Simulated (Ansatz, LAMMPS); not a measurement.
## Charge trapping in glassy 60SiO2-40Na2O (mol %) (195 atoms)

Aim: add and remove one electron in glassy 60SiO2-40Na2O (mol %) (195 atoms), with atoms held and relaxed, and read trapping energy and localisation.

Calculated with Ansatz 0.2.0; Kohn-Sham DFT, LDA, PAW (set soft_2), plane waves.

## (1) The structure

The cell holds 195 atoms: 39 Si, 52 Na and 104 O. Cell: a = 13.544 Å, b = 13.544 Å, c = 13.544 Å, α = 90.0°, β = 90.0°, γ = 90.0°. 195 atoms (39 Si, 52 Na, 104 O) placed at random at 2.64 g/cm³, melted at 4000 K for 10 ps at fixed volume with the Morse and Coulomb pair potential with partial charges (Pedone, Malavasi, Menziani, Cormack and Segre, J. Phys. Chem. B 110, 11780 (2006)). Quenched from 4000 K to 300 K at 20 K/ps and fixed volume, held 5 ps.

Limits known from the start: The quench rate of 20 K/ps far exceeds what a furnace or splat quench reaches, so expect more defects and frozen-in strain than in a real sample. The starting topology of bonds comes from the classical model, and needn't be the one that DFT or experiment would give. Only the Γ point is sampled, in a cell whose shortest periodic width is 14 Å.

## (2) Single point at the start

A single point comes first, to see the forces before anything moves.

Input file input.yaml:

```yaml
crystal:
  lattice:
    - [13.5442, 0.0, 0.0]
    - [0.0, 13.5442, 0.0]
    - [0.0, 0.0, 13.5442]
  atoms:
    - { symbol: Si, position: [0.60584, 0.77906, 0.14308] }
    - { symbol: Si, position: [0.66674, 0.22725, 0.5337] }
    - { symbol: Si, position: [0.39794, 0.26262, 0.32594] }
    - { symbol: Si, position: [0.87044, 0.12515, 0.57855] }
    - { symbol: Si, position: [0.25189, 0.02357, 0.74757] }
    - { symbol: Si, position: [0.74544, 0.7469, 0.66564] }
    - { symbol: Si, position: [0.96745, 0.92279, 0.95069] }
    - { symbol: Si, position: [0.28631, 0.46398, 0.37064] }
    - { symbol: Si, position: [0.85019, 0.48224, 0.9164] }
    - { symbol: Si, position: [0.27493, 0.76558, 0.5217] }
    - { symbol: Si, position: [0.28763, 0.14862, 0.94162] }
    - { symbol: Si, position: [0.92754, 0.92017, 0.34962] }
    - { symbol: Si, position: [0.69853, 0.4214, 0.0796] }
    - { symbol: Si, position: [0.6915, 0.18257, 0.08761] }
    - { symbol: Si, position: [0.99836, 0.2045, 0.7484] }
    - { symbol: Si, position: [0.16721, 0.25242, 0.59632] }
    - { symbol: Si, position: [0.38625, 0.72352, 0.05249] }
    - { symbol: Si, position: [0.40248, 0.59185, 0.60297] }
    - { symbol: Si, position: [0.57719, 0.02159, 0.46451] }
    - { symbol: Si, position: [0.53284, 0.71948, 0.74834] }
    - { symbol: Si, position: [0.38575, 0.95784, 0.57927] }
    - { symbol: Si, position: [0.11929, 0.45428, 0.53318] }
    - { symbol: Si, position: [0.34542, 0.37695, 0.96825] }
    - { symbol: Si, position: [0.2741, 0.11016, 0.44256] }
    - { symbol: Si, position: [0.69437, 0.6484, 0.30955] }
    - { symbol: Si, position: [0.98694, 0.23849, 0.14879] }
    - { symbol: Si, position: [0.04488, 0.75907, 0.58018] }
    - { symbol: Si, position: [0.835, 0.37002, 0.72385] }
    - { symbol: Si, position: [0.6544, 0.22025, 0.75478] }
    - { symbol: Si, position: [0.82782, 0.11899, 0.26909] }
    - { symbol: Si, position: [0.35979, 0.37329, 0.63476] }
    - { symbol: Si, position: [0.0456, 0.61628, 0.15807] }
    [... 157 atom lines left out ...]
    - { symbol: O, position: [0.57979, 0.15328, 0.1037] }
    - { symbol: O, position: [0.12183, 0.58514, 0.07815] }
    - { symbol: O, position: [0.94824, 0.84878, 0.25526] }
    - { symbol: O, position: [0.9874, 0.18015, 0.04399] }
    - { symbol: O, position: [0.36164, 0.20749, 0.22962] }
    - { symbol: O, position: [0.16961, 0.15066, 0.97545] }
kpoints:
  mp_grid: { grid: [1, 1, 1] }
hamiltonian:
  xc: lda
scf:
  occupations: { method: gaussian, width: 0.025 }
output:
  forces: true
```

Launch:

```
ansatz run input.yaml --threads 4 --pin off --max-ram 15872MiB --backend cpu --events-out ev --progress --plain --runs-dir out
```

The log of the run:

```text
Engine: ansatz 0.2.0, x86_64-unknown-linux-gnu
Pseudopotentials: kind: paw
Pseudopotential: Si, paw, valence charge 4, recommended cutoff 420 eV (normal), Si.paw.azcp
Pseudopotential: Na, paw, valence charge 9, recommended cutoff 420 eV (normal), Na.paw.azcp
Pseudopotential: O, paw, valence charge 6, recommended cutoff 420 eV (normal), O.paw.azcp
Functional definition: SPW92
  exchange = slater_x
  correlation = pw_c
Crystal: 195 atoms, lattice volume = 2484.621 Å³
Basis set: ecut = 420 eV, 48501 PW (Γ)
Bands: 819, of which v1, the nominal top of the filled ones, is band 624 counted from 1 (623 counted from 0)
Symmetry: 1 space group operations
Space group: P1 (ITA 1), of the structure as read, at distance tolerance 1.4e-4 Å
k-points: 1
Non-local potential: Si, projectors of the file, l = 0: 2, l = 1: 2, l = 2: 2
Non-local potential: Na, projectors of the file, l = 0: 3, l = 1: 2, l = 2: 1
Non-local potential: O, projectors of the file, l = 0: 2, l = 1: 2, l = 2: 1
PAW form: soft (Blöchl's): semilocal exchange-correlation on the pseudo side does not see the compensation charge
PAW frozen core: Si, regenerated for the run's functional, and the local potential with it (the file was generated under x = pbe(κ = 0.804, μ = 0.219515), c = pbe(β = 0.066725))
PAW frozen core: Na, regenerated for the run's functional, and the local potential with it (the file was generated under x = pbe(κ = 0.804, μ = 0.219515), c = pbe(β = 0.066725))
PAW frozen core: O, regenerated for the run's functional, and the local potential with it (the file was generated under x = pbe(κ = 0.804, μ = 0.219515), c = pbe(β = 0.066725))
PAW one-centre angular grid: Si, 110 points (default); XC on 64 Gauss nodes
PAW one-centre angular grid: Na, 110 points (default); XC on 64 Gauss nodes
PAW one-centre angular grid: O, 110 points (default); XC on 64 Gauss nodes
Initial density: superposition of atomic densities (neutral atoms: chi_scale 0, normalization atom), corrected by the library's trained network
Initial wavefunctions: pseudopotential atomic-orbital guess
Functional: x = slater, c = lda
SCF iter   1: F=—  HF=-157939.944462 eV  |F-HF|=—  |Δ(HF+E_count)|=         —  Δρ=1.40e-2  dr2=4.35e0  ethr=1.77e-3  ⟨swp⟩=6.0  Hψ=3339  notcnv=0  defer=64
preconditioner: auto → Resta (q_TF=auto, 2.432 Å⁻¹)  ε∞=2.7  [insulator: Δε(μ)=2.384 eV  Ē_g=19.192 eV  σ=0.025 eV  W_gap=1.00  n_scr=618 (ndim 8)  ℏωp=25.2 eV  f_vac=0.125  D(μ)=0.00/eV (n_scr^D=0)  ε∞_Penn≈2.7]
SCF iter   2: F=—  HF=-157938.531710 eV  |F-HF|=—  |Δ(HF+E_count)|=    1.41e0  Δρ=4.25e-3  dr2=2.20e-1  ethr=3.49e-4  ⟨swp⟩=2.0  Hψ=1297  notcnv=0  defer=187
SCF iter   3: F=—  HF=-157938.462511 eV  |F-HF|=—  |Δ(HF+E_count)|=   6.92e-2  Δρ=1.64e-3  dr2=6.22e-2  ethr=1.76e-5  ⟨swp⟩=2.0  Hψ=1005  notcnv=0  defer=91
automatic band count: iteration 3 solves 723 bands in place of 819: the levels show a gap, and the empty bands left out lie too high to hold charge; the band table lists the bands solved (type scf.n_extra_bands for more)
SCF iter   4: F=—  HF=-157938.444534 eV  |F-HF|=—  |Δ(HF+E_count)|=   1.80e-2  Δρ=6.65e-4  dr2=1.07e-2  ethr=4.98e-6  ⟨swp⟩=2.0  Hψ=981  notcnv=0  defer=91
SCF iter   5: F=—  HF=-157938.442042 eV  |F-HF|=—  |Δ(HF+E_count)|=   2.49e-3  Δρ=2.36e-4  dr2=1.41e-3  ethr=8.55e-7  ⟨swp⟩=2.0  Hψ=979  notcnv=0  defer=91
SCF iter   6: F=—  HF=-157938.441863 eV  |F-HF|=—  |Δ(HF+E_count)|=   1.80e-4  Δρ=1.13e-4  dr2=3.06e-4  ethr=1.13e-7  ⟨swp⟩=3.0  Hψ=1146  notcnv=0  defer=91
SCF iter   7: F=—  HF=-157938.441870 eV  |F-HF|=—  |Δ(HF+E_count)|=   7.76e-6  Δρ=4.87e-5  dr2=5.73e-5  ethr=2.45e-8  ⟨swp⟩=3.0  Hψ=951  notcnv=0  defer=91
SCF iter   8: F=—  HF=-157938.442844 eV  |F-HF|=—  |Δ(HF+E_count)|=   9.74e-4  Δρ=1.33e-5  dr2=4.22e-6  ethr=4.60e-9  ⟨swp⟩=2.0  Hψ=975  notcnv=0  defer=91
SCF iter   9: F=—  HF=-157938.442844 eV  |F-HF|=—  |Δ(HF+E_count)|=   2.16e-8  Δρ=5.40e-6  dr2=6.63e-7  ethr=3.38e-10  ⟨swp⟩=2.0  Hψ=1011  notcnv=0  defer=91
SCF iter  10: F=-157938.442844 eV  HF=-157938.442844 eV  |F-HF|=4.71e-9  |Δ(HF+E_count)|=   1.55e-7  Δρ=2.06e-6  dr2=9.89e-8  ethr=8.01e-12  ⟨swp⟩=2.0  Hψ=2319  notcnv=0
SCF 1 converged in 10 iterations: F = -157938.442844 eV  dr2 = 9.89e-8
  greatest PAW one-centre occupation: 1.001 electrons in one spin orbital (limit 2), on the Na atom at site 62 (counted from 0), in its partial waves of l = 1
SCF converged after 10 iterations
Free energy (F): -157938.442844 eV
Harris-Foulkes:  -157938.442844 eV  (|F-HF|=4.71e-9)
Internal energy: -157938.442844 eV  (E = F + TS)
E sigma→0 (E₀):  -157938.442844 eV
Fermi energy:    5.520756 eV
--- Per-component energies (eV) ---
  E_band       = -13094.350130
  E_kinetic    = 26553.622186
  E_local      = -113292.079765  (includes V_loc(G=0)·N_el)
  E_nonlocal   = 12295.083941
  E_hartree    = 40883.843532
  E_xc         = -11782.215878
  E_vxc        = -14275.390813  (∫ρ·V_xc dr)
  E_paw        = -47082.165564  (= ΣΔE_a)
  E_vpaw       = -6143.574871  (= ΣTr[D̂ρ^β])
  E_aug_tail   = 0.269196  (compensation charges beyond the density's cutoff)
  E_ewald      = -65535.495508
  E_core_change = 20.695014  (= ΣΔE_core)
  E_smearing   = -0.000000  (= −TS)
  E_closure    = -0.000000  (closes the sum)
  Σ components = -157938.442844   (vs F -157938.442844, Δ=0.00e0)
--- Forces (eV/Å), atoms counted from 1 ---
  atom   1  Si    -1.96492292     0.71133833    -1.92881407
  atom   2  Si     0.53218835    -1.81316352     4.25380861
  atom   3  Si    -4.13190636    -0.60370727     0.24044343
  atom   4  Si     0.98072237    -0.56604506    -0.86228235
  atom   5  Si     0.88343021    -2.08573089     2.25254354
  atom   6  Si    -2.28131408    -1.75221116     0.94814015
  atom   7  Si    -2.42025058    -4.57865905    -0.62563115
  atom   8  Si    -1.82724366    -1.51161141    -0.64226642
  atom   9  Si    -1.27873471    -0.09434459    -0.02435947
  atom  10  Si    -1.52555550    -0.17082034    -1.40847687
  atom  11  Si    -1.16690895    -1.23623753    -1.19773109
  atom  12  Si     1.00615051     0.36799819    -0.38620843
  atom  13  Si     0.85977558    -1.19322727     0.31980395
  atom  14  Si     1.05788043    -0.00129915    -0.28120972
[...]
atom 194  O     -1.05499815    -0.31893803    -2.04326318
  atom 195  O     -0.65557019    -0.11517847     0.59121177
  max |Σ_I F_I| component: 3.05e-4 eV/Å
```

Run time: 33 s. Hardware: 4 threads of Intel Xeon Platinum 8375C at 2.90GHz (Ice Lake), shared host; peak memory 4.3 GiB.

Reading the cycles: dr2 is the Hartree energy of the density residual (eV), the measure of convergence; HF is the Harris–Foulkes estimate of the energy, which meets the free energy F at convergence.

The r.m.s. force at the start is 1.2 eV/Å.

## (3) Relaxation

With the cell held, the atoms are moved downhill towards a nearby minimum.

Input file input.yaml:

```yaml
crystal:
  lattice:
    - [13.5442, 0.0, 0.0]
    - [0.0, 13.5442, 0.0]
    - [0.0, 0.0, 13.5442]
  atoms:
    [... the 195 atom lines of step 2 ...]
kpoints:
  mp_grid: { grid: [1, 1, 1] }
hamiltonian:
  xc: lda
scf:
  occupations: { method: gaussian, width: 0.025 }
output:
  forces: true
relax:
  f_tol: 0.05
  max_steps: 120
```

The log of the run:

```text
[...]
Crystal: 195 atoms, lattice volume = 2484.621 Å³
Basis set: ecut = 420 eV, 48501 PW (Γ)
Bands: 819, of which v1, the nominal top of the filled ones, is band 624 counted from 1 (623 counted from 0)
Symmetry: 1 space group operations
[...]
k-points: 1
[...]
SCF iter   1: F=—  HF=-157939.944460 eV  |F-HF|=—  |Δ(HF+E_count)|=         —  Δρ=1.40e-2  dr2=4.35e0  ethr=1.77e-3  ⟨swp⟩=6.0  Hψ=3339  notcnv=0  defer=64
[...]
SCF iter   6: F=—  HF=-157938.442874 eV  |F-HF|=—  |Δ(HF+E_count)|=   1.66e-4  Δρ=1.14e-4  dr2=3.09e-4  ethr=1.13e-7  ⟨swp⟩=2.0  Hψ=1255  notcnv=0  defer=187
SCF iter   7: F=-157938.442823 eV  HF=-157938.442847 eV  |F-HF|=2.40e-5  |Δ(HF+E_count)|=   2.70e-5  Δρ=4.91e-5  dr2=5.81e-5  ethr=5.01e-9  ⟨swp⟩=2.0  Hψ=2388  notcnv=0
SCF 1 converged in 7 iterations: F = -157938.442823 eV  dr2 = 5.81e-5
[...]
relax step   1: F+E_penalty+E_count = -157938.44282277 eV  Δ(F+E_penalty+E_count) = +0.000e0 eV  max|allowed force component| = 4.668e0 eV/Å  Δτ_max = 0.0000 Å  (7 SCF iters, dr2 threshold 6.25e-5 eV, accepted)
[...]
relax step   2: F+E_penalty+E_count = -157947.54473226 eV  Δ(F+E_penalty+E_count) = -9.102e0 eV  max|allowed force component| = 2.745e0 eV/Å  Δτ_max = 0.1948 Å  (7 SCF iters, dr2 threshold 1.00e-4 eV, accepted)
[...]
relax step   3: F+E_penalty+E_count = -157952.99011761 eV  Δ(F+E_penalty+E_count) = -5.445e0 eV  max|allowed force component| = 9.282e-1 eV/Å  Δτ_max = 0.1932 Å  (7 SCF iters, dr2 threshold 1.00e-4 eV, accepted)
relax step   4: F+E_penalty+E_count = -157954.20842490 eV  Δ(F+E_penalty+E_count) = -1.218e0 eV  max|allowed force component| = 6.481e-1 eV/Å  Δτ_max = 0.1950 Å  (7 SCF iters, dr2 threshold 9.85e-5 eV, accepted)
relax step   5: F+E_penalty+E_count = -157954.88764621 eV  Δ(F+E_penalty+E_count) = -6.792e-1 eV  max|allowed force component| = 4.560e-1 eV/Å  Δτ_max = 0.1950 Å  (7 SCF iters, dr2 threshold 4.80e-5 eV, accepted)
relax step   6: F+E_penalty+E_count = -157955.30833635 eV  Δ(F+E_penalty+E_count) = -4.207e-1 eV  max|allowed force component| = 4.192e-1 eV/Å  Δτ_max = 0.1961 Å  (7 SCF iters, dr2 threshold 1.00e-4 eV, accepted)
relax step   7: F+E_penalty+E_count = -157955.57885627 eV  Δ(F+E_penalty+E_count) = -2.705e-1 eV  max|allowed force component| = 3.255e-1 eV/Å  Δτ_max = 0.2000 Å  (6 SCF iters, dr2 threshold 8.70e-5 eV, accepted)
relax step   8: F+E_penalty+E_count = -157955.85602899 eV  Δ(F+E_penalty+E_count) = -2.772e-1 eV  max|allowed force component| = 2.637e-1 eV/Å  Δτ_max = 0.2000 Å  (7 SCF iters, dr2 threshold 6.39e-5 eV, accepted)
relax step   9: F+E_penalty+E_count = -157956.09278615 eV  Δ(F+E_penalty+E_count) = -2.368e-1 eV  max|allowed force component| = 1.733e-1 eV/Å  Δτ_max = 0.2000 Å  (7 SCF iters, dr2 threshold 4.19e-5 eV, accepted)
relax step  10: F+E_penalty+E_count = -157956.26156082 eV  Δ(F+E_penalty+E_count) = -1.688e-1 eV  max|allowed force component| = 1.594e-1 eV/Å  Δτ_max = 0.2000 Å  (8 SCF iters, dr2 threshold 1.30e-5 eV, accepted)
relax step  11: F+E_penalty+E_count = -157956.36099925 eV  Δ(F+E_penalty+E_count) = -9.944e-2 eV  max|allowed force component| = 1.082e-1 eV/Å  Δτ_max = 0.2000 Å  (8 SCF iters, dr2 threshold 1.10e-5 eV, accepted)
relax step  12: F+E_penalty+E_count = -157956.40707708 eV  Δ(F+E_penalty+E_count) = -4.608e-2 eV  max|allowed force component| = 8.929e-2 eV/Å  Δτ_max = 0.2000 Å  (7 SCF iters, dr2 threshold 5.40e-6 eV, accepted)
relax step  13: F+E_penalty+E_count = -157956.43194594 eV  Δ(F+E_penalty+E_count) = -2.487e-2 eV  max|allowed force component| = 8.261e-2 eV/Å  Δτ_max = 0.1923 Å  (7 SCF iters, dr2 threshold 3.68e-6 eV, accepted)
relax step  14: F+E_penalty+E_count = -157956.44889786 eV  Δ(F+E_penalty+E_count) = -1.695e-2 eV  max|allowed force component| = 1.849e-1 eV/Å  Δτ_max = 0.1958 Å  (7 SCF iters, dr2 threshold 4.64e-6 eV, accepted)
relax step  15: F+E_penalty+E_count = -157956.49679747 eV  Δ(F+E_penalty+E_count) = -4.790e-2 eV  max|allowed force component| = 1.907e-1 eV/Å  Δτ_max = 0.2000 Å  (7 SCF iters, dr2 threshold 2.93e-5 eV, accepted)
relax step  16: F+E_penalty+E_count = -157956.54115198 eV  Δ(F+E_penalty+E_count) = -4.435e-2 eV  max|allowed force component| = 9.256e-2 eV/Å  Δτ_max = 0.1909 Å  (6 SCF iters, dr2 threshold 3.64e-5 eV, accepted)
relax step  17: F+E_penalty+E_count = -157956.55395952 eV  Δ(F+E_penalty+E_count) = -1.281e-2 eV  max|allowed force component| = 1.738e-1 eV/Å  Δτ_max = 0.1945 Å  (9 SCF iters, accepted)
relax step  18: F+E_penalty+E_count = -157956.59705961 eV  Δ(F+E_penalty+E_count) = -4.310e-2 eV  max|allowed force component| = 9.100e-2 eV/Å  Δτ_max = 0.2000 Å  (7 SCF iters, dr2 threshold 7.11e-6 eV, accepted)
relax step  19: F+E_penalty+E_count = -157956.62655448 eV  Δ(F+E_penalty+E_count) = -2.949e-2 eV  max|allowed force component| = 1.091e-1 eV/Å  Δτ_max = 0.2000 Å  (9 SCF iters, accepted)
relax step  20: F+E_penalty+E_count = -157956.65516915 eV  Δ(F+E_penalty+E_count) = -2.861e-2 eV  max|allowed force component| = 2.079e-1 eV/Å  Δτ_max = 0.1944 Å  (7 SCF iters, dr2 threshold 3.26e-6 eV, accepted)
relax step  21: F+E_penalty+E_count = -157956.70394889 eV  Δ(F+E_penalty+E_count) = -4.878e-2 eV  max|allowed force component| = 1.669e-1 eV/Å  Δτ_max = 0.2000 Å  (7 SCF iters, dr2 threshold 4.32e-5 eV, accepted)
relax step  22: F+E_penalty+E_count = -157956.75684620 eV  Δ(F+E_penalty+E_count) = -5.290e-2 eV  max|allowed force component| = 1.475e-1 eV/Å  Δτ_max = 0.1954 Å  (7 SCF iters, dr2 threshold 1.80e-5 eV, accepted)
relax step  23: F+E_penalty+E_count = -157956.80041912 eV  Δ(F+E_penalty+E_count) = -4.357e-2 eV  max|allowed force component| = 1.591e-1 eV/Å  Δτ_max = 0.2000 Å  (7 SCF iters, dr2 threshold 1.40e-5 eV, accepted)
relax step  24: F+E_penalty+E_count = -157956.82928286 eV  Δ(F+E_penalty+E_count) = -2.886e-2 eV  max|allowed force component| = 1.338e-1 eV/Å  Δτ_max = 0.1946 Å  (7 SCF iters, dr2 threshold 1.98e-5 eV, accepted)
relax step  25: F+E_penalty+E_count = -157956.82497516 eV  Δ(F+E_penalty+E_count) = +4.308e-3 eV  max|allowed force component| = 7.907e-2 eV/Å  Δτ_max = 0.2000 Å  (7 SCF iters, dr2 threshold 1.26e-5 eV, rejected (line search))
[...]
relax step  26: F+E_penalty+E_count = -157956.84505155 eV  Δ(F+E_penalty+E_count) = -1.577e-2 eV  max|allowed force component| = 4.734e-2 eV/Å  Δτ_max = 0.0968 Å  (9 SCF iters, accepted)
SCF converged after 9 iterations
Free energy (F): -157956.845052 eV
[...]
Internal energy: -157956.845052 eV  (E = F + TS)
E sigma→0 (E₀):  -157956.845052 eV
Fermi energy:    5.735095 eV
[...]
Σ components = -157956.845052   (vs F -157956.845052, Δ=0.00e0)
--- Forces (eV/Å), atoms counted from 1 ---
  atom   1  Si     0.00648538     0.02551651     0.01984319
  atom   2  Si     0.00939938    -0.00358160     0.00344822
  atom   3  Si    -0.00097551     0.00406804    -0.00795104
  atom   4  Si    -0.01500960     0.00067958     0.02373691
[...]
atom 195  O      0.00034270    -0.01145311     0.02885917
  max |Σ_I F_I| component: 1.38e-4 eV/Å
--- Relaxed structure (26 steps of the walk, 25 accepted, 0 SCFs on fresh bases) ---
  F+E_penalty+E_count = -157956.84505155 eV   max|allowed force component| = 4.734e-2 eV/Å
  atoms:
    - { symbol: Si, position: [0.599696, 0.748140, 0.155106] }
    - { symbol: Si, position: [0.668320, 0.226607, 0.523559] }
    - { symbol: Si, position: [0.388481, 0.258394, 0.329930] }
    - { symbol: Si, position: [0.880413, 0.127014, 0.563045] }
[...]
- { symbol: O, position: [0.158090, 0.187026, 0.938010] }
```

Elapsed: 11 min, on 4 threads; peak memory 4.3 GiB; 44 min of CPU time.

The relaxation converged after 26 steps, 18.4 eV below its start, with a largest force component of 0.047 eV/Å.

(Part 1 of 4 ends here.)

[Long decimals in the printed logs are rounded to 6 places.]

[Logs are printed without paths, hosts, clocks, repeated set-up lines and the standing remarks that a program may print on its own settings, such as how far it seeks lower states.]

[Hosts, paths, dates, database ids (printed as entryN), source tags and the programs' standing remarks are cut or masked in the printed files.]
